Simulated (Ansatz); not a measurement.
# Fe wire along [100], 24 atoms a period: bands along the axis, part 2 of 2

Wanted: the relaxed geometry and the bands of the Fe wire along [100], 24 atoms a period.

Ansatz 0.2.0; DFT PBE, plane waves, PAW; relaxation of a wire's period; PAW set soft_1 (the session's first sound run).

So far: The structure; The relaxed wire.

## Step 2: The relaxed wire (continued)

Site moment by atom:

| atom | site moment (μB) |
| --- | --- |
| Fe1 | 2.82 |
| Fe2 | 2.93 |
| Fe3 | 2.82 |
| Fe4 | 2.39 |
| Fe5 | 2.30 |
| Fe6 | 2.39 |
| Fe7 | 2.39 |
| Fe8 | 2.30 |
| Fe9 | 2.39 |
| Fe10 | 2.82 |
| Fe11 | 2.93 |
| Fe12 | 2.82 |
| Fe13 | 2.82 |
| Fe14 | 2.39 |
| Fe15 | 2.39 |
| Fe16 | 2.82 |
| Fe17 | 2.93 |
| Fe18 | 2.30 |
| Fe19 | 2.30 |
| Fe20 | 2.93 |
| Fe21 | 2.82 |
| Fe22 | 2.39 |
| Fe23 | 2.39 |
| Fe24 | 2.82 |

The cell's length comes to 2.746 Å with an absolute moment of 66.63 μB a cell.

## Step 3: Bands of the perfect wire

This step: DFT PBE, plane waves, PAW; bands of a perfect wire; PAW set soft_1 (Ansatz 0.2.0).

At the relaxed period the bands are computed along the axis; those that cross an energy going forward count the channels that a perfect wire would open there.

input.yaml

```yaml
crystal:
  lattice:
    - [15.29, 0.0, 0.0]
    - [0.0, 15.29, 0.0]
    - [0.0, 0.0, 2.7459427195]
  atoms:
    - { symbol: Fe, position: [0.223156564, 0.319011562, 0.0], spin: 2.82 }
    - { symbol: Fe, position: [0.215397633, 0.5, 0.0], spin: 2.93 }
    - { symbol: Fe, position: [0.223156564, 0.680988438, 0.0], spin: 2.82 }
    - { symbol: Fe, position: [0.408428467, 0.313146489, 0.0], spin: 2.39 }
    - { symbol: Fe, position: [0.407674071, 0.5, 0.0], spin: 2.3 }
    - { symbol: Fe, position: [0.408428467, 0.686853511, 0.0], spin: 2.39 }
    - { symbol: Fe, position: [0.591571533, 0.313146489, 0.0], spin: 2.39 }
    - { symbol: Fe, position: [0.592325929, 0.5, 0.0], spin: 2.3 }
    - { symbol: Fe, position: [0.591571533, 0.686853511, 0.0], spin: 2.39 }
    - { symbol: Fe, position: [0.776843436, 0.319011562, 0.0], spin: 2.82 }
    - { symbol: Fe, position: [0.784602367, 0.5, 0.0], spin: 2.93 }
    - { symbol: Fe, position: [0.776843436, 0.680988438, 0.0], spin: 2.82 }
    - { symbol: Fe, position: [0.319011562, 0.223156564, 0.5], spin: 2.82 }
    - { symbol: Fe, position: [0.313146489, 0.408428467, 0.5], spin: 2.39 }
    - { symbol: Fe, position: [0.313146489, 0.591571533, 0.5], spin: 2.39 }
    - { symbol: Fe, position: [0.319011562, 0.776843436, 0.5], spin: 2.82 }
    - { symbol: Fe, position: [0.5, 0.215397633, 0.5], spin: 2.93 }
    - { symbol: Fe, position: [0.5, 0.407674071, 0.5], spin: 2.3 }
    - { symbol: Fe, position: [0.5, 0.592325929, 0.5], spin: 2.3 }
    - { symbol: Fe, position: [0.5, 0.784602367, 0.5], spin: 2.93 }
    - { symbol: Fe, position: [0.680988438, 0.223156564, 0.5], spin: 2.82 }
    - { symbol: Fe, position: [0.686853511, 0.408428467, 0.5], spin: 2.39 }
    - { symbol: Fe, position: [0.686853511, 0.591571533, 0.5], spin: 2.39 }
    - { symbol: Fe, position: [0.680988438, 0.776843436, 0.5], spin: 2.82 }
magnetization:
  spin_polarized: true
kpoints:
  mp_grid: { grid: [1, 1, 30] }
  band_path: { path: ["Γ", Z], npoints: 90 }
scf:
  occupations: { method: fermi_dirac, width: 0.05 }
hamiltonian:
  xc: pbe
  pseudopotentials: { kind: paw, azcp: { folder: soft_1 } }
output:
  dos: { e_range: [-5, 4] }
  write_potential: true
  write_density: true
  volumetric_format: npy
```

Launch:

```bash
$ ansatz run input.yaml --threads 4 --pin off --max-ram 16384MiB --backend cpu --events-out ev --progress --plain --runs-dir out
```

Numbers of over 12 decimals in the logs are rounded to 6 here.

The log of the run:

```text
[...]
Crystal: 24 atoms, lattice volume = 641.958 Å³
Basis set: ecut = 420 eV, 12581 PW (Γ)
Bands: 268, of which v1, the nominal top of the filled ones, is band 192 counted from 1 (191 counted from 0)
Symmetry: 16 space group operations
[...]
k-points: 16 of 30
[...]
Starting moments: Σ|m| = 62.6 μB on 24 of 24 sites
[...]
SCF iter   1: F=—  HF=-107511.538998 eV  |F-HF|=—  |Δ(HF+E_count)|=         —  Δρ=5.64e-2 (↑2.72e-2 ↓5.64e-2)  dr2=1.03e2  dr2_m=7.93e0  M=65.866 μB ∫|m|=66.368 μB  β_m=0.30  ethr=3.10e-3  ⟨swp⟩=7.8  Hψ=38005  notcnv=0  defer=427
[...]
SCF iter  15: F=-107515.435967 eV  HF=-107515.435967 eV  |F-HF|=5.87e-8  |Δ(HF+E_count)|=   2.25e-8  Δρ=1.58e-6 (↑6.88e-7 ↓1.58e-6)  dr2=6.32e-8  dr2_m=2.36e-9  M=64.189 μB ∫|m|=66.571 μB  ethr=4.46e-12  ⟨swp⟩=12.8  Hψ=45220  notcnv=0
SCF 1 converged in 15 iterations: F = -107515.435967 eV  dr2 = 6.32e-8
[...]
WARN: The output density's exchange-correlation potential varies sharply where the density is thin. Do not read a vacuum level from v_tot or v_xc, or from such a field of the output density. On a cell that repeats whose density bears no net charge and no dipole along the vacuum's axis use v_es (v_loc + v_h of the components); under efield.dipole_correction with no amplitude use v_es + v_field, which holds any externa [...]
NSCF: frozen V_eff on 91 k-points
SCF converged after 15 iterations
Magnetization: 64.1895 μB (224.0947 up, 159.9053 down)
Absolute magnetization: 66.5763 μB (∫|ρ↑−ρ↓|, with the PAW one-centre terms)
[...]
Per-site moments (μB) at R_I (Å): [(2.820414, 0.980282), (2.927800, 1.017060), (2.820414, 0.980282), (2.386646, 0.980282), (2.295319, 0.999463), (2.386646, 0.980282), (2.386646, 0.980282), (2.295319, 0.999463), (2.386646, 0.980282), (2.820414, 0.980282), (2.927800, 1.017060), (2.820414, 0.980282), (2.820414, 0.980282), (2.386646, 0.980282), (2.386646, 0.980282), (2.820414, 0.980282), (2.927800, 1.017060), (2.295319, 0.999463), (2.295319, 0.999463), (2.927800, 1.017060), (2.820414, 0.980282), (2.386646, 0.980282), (2.386646, 0.980282), (2.820414, 0.980282)]
Free energy (F): -107515.435967 eV
[...]
Internal energy: -107515.206820 eV  (E = F + TS)
E sigma→0 (E₀):  -107515.321393 eV
Entropy (-TS):   -0.229147 eV (-9.548 meV/atom)
Fermi energy:    5.886752 eV
[...]
--- Band table (eV; the first three rows and the last of 32) ---
  k-point 0 ↑: bands = [... 188 lower, 4.3534, 4.3721, 4.3732, 4.3732, 4.4011, 4.4011, 4.4222, 4.4956, ... 72 higher]
  k-point 1 ↑: bands = [... 188 lower, 4.3093, 4.3093, 4.3404, 4.3758, 4.4170, 4.4189, 4.4512, 4.4512, ... 72 higher]
  k-point 2 ↑: bands = [... 188 lower, 4.2836, 4.2836, 4.3230, 4.3542, 4.3970, 4.4143, 4.4882, 4.4882, ... 72 higher]
  k-point 15 ↓: bands = [... 188 lower, 7.3973, 7.3973, 7.4163, 7.4163, 7.4798, 7.4798, 7.5505, 7.5505, ... 72 higher]
```

Wall time 14 min (4 threads of Arm Neoverse V2, shared host); peak memory 13 GiB; 55 min of CPU time.

The column dr2 measures how far the density is from self-consistency, as an energy; F and HF (Harris–Foulkes) agree once it is small.

This step gave:

```yaml
energy_at_zero_smearing: -107515.3214 eV
total_moment: 64.19 μB
absolute_moment: 66.58 μB
band_gap: 0 eV
```

Between Γ and Z the bands cross the Fermi level 29 times, so a perfect wire would conduct at least 14.5 G₀, with an absolute moment of 66.58 μB a cell.

## Step 4: Summary of results

```json
{"cell length, PBE": "2.746 Å", "absolute moment, PBE": "66.6 μB", "ballistic conductance by band crossings, a lower bound, PBE": "14.5 G₀"}
```

What this shows: Under PBE the cell's length is 2.75 Å, the absolute moment is 66.58 μB a cell, and the bands cross the Fermi level 29 times between Γ and Z, which gives a perfect wire at least 14.5 G₀ (opposite crossings within one step of the path cancel in such a count). In the perfect wire the moments were started parallel, and no opposed start was run. No search over magnetic orders was made; another may lie lower.

[Logs are printed without paths, hosts, clocks, repeated set-up lines and the standing remarks that a program may print on its own settings, such as how far it seeks lower states.]

[Hosts, paths, dates, database ids (printed as entryN), source tags and the programs' standing remarks are cut or masked in the printed files.]
